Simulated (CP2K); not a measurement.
Consider ammonia trimer at its PBE geometry (Å).

```xyz
12

N     0.6250   -1.6017   -0.5573
N     1.0873    1.4364    0.0911
N    -1.7121    0.1656    0.4647
H     0.8898   -2.3834    0.0475
H    -0.3006   -1.2736   -0.2404
H     0.4959   -2.0025   -1.4899
H     1.7733    1.6305    0.8247
H     1.2301    0.4529   -0.1920
H     1.3633    2.0137   -0.7062
H    -0.9268    0.8359    0.4349
H    -2.4643    0.5628   -0.1041
H    -2.0609    0.1633    1.4269
```

Method: CP2K XAS_TDP, all-electron GAPW, PBEh(45%), aug-cc-pVDZ, TDA, no relativity.

Predict the bright core excitations at the N K edge.

Leading lines: N1 398.11 eV, N2 398.15 eV and N3 398.12 eV. The leading line of an atom is its first one with 35 % of the strongest within 2.5 eV of its lowest line over the strength cut. 

The first six lines of each atom with a strength over 0.0015:

| atom | energy (eV) | states | strength, one atom |
| --- | --- | --- | --- |
| N1 (bonded to 3 H, gives 1 H bond, takes 1) | 397.01 | 1 | 0.0071 |
|  | 398.11 | 1 | 0.0225 |
|  | 398.38 | 1 | 0.0057 |
|  | 398.63 | 1 | 0.0067 |
|  | 399.35 | 1 | 0.0033 |
|  | 399.46 | 1 | 0.0028 |
| N2 (bonded to 3 H, gives 1 H bond, takes 1) | 397.05 | 1 | 0.0072 |
|  | 398.15 | 1 | 0.0227 |
|  | 398.44 | 1 | 0.0057 |
|  | 398.69 | 1 | 0.0071 |
|  | 399.41 | 1 | 0.0033 |
|  | 399.51 | 1 | 0.0028 |
| N3 (bonded to 3 H, gives 1 H bond, takes 1) | 397.02 | 1 | 0.0072 |
|  | 398.12 | 1 | 0.0226 |
|  | 398.40 | 1 | 0.0056 |
|  | 398.64 | 1 | 0.0067 |
|  | 399.37 | 1 | 0.0034 |
|  | 399.48 | 1 | 0.0027 |

Lines are vertical, at one geometry, with no vibrational structure. Without a correction of the core level, line positions, and the gaps between valence and Rydberg lines, follow the share of exact exchange. At this level such K lines come out 3 to 6 eV under measured ones. These values hold no scalar relativity, about 0.2 eV for N 1s. Rydberg lines, and the discretised continuum above threshold, depend on the basis and the box. This is one low-energy arrangement of the cluster, relaxed without a dispersion correction; others exist.

[Banner, clock and machine lines of the logs are left out without a mark of their own.]

[Logs are printed without paths, hosts, clocks, repeated set-up lines and the standing remarks that a program may print on its own settings, such as how far it seeks lower states.]

[Hosts, paths, dates, database ids (printed as entryN), source tags and the programs' standing remarks are cut or masked in the printed files.]
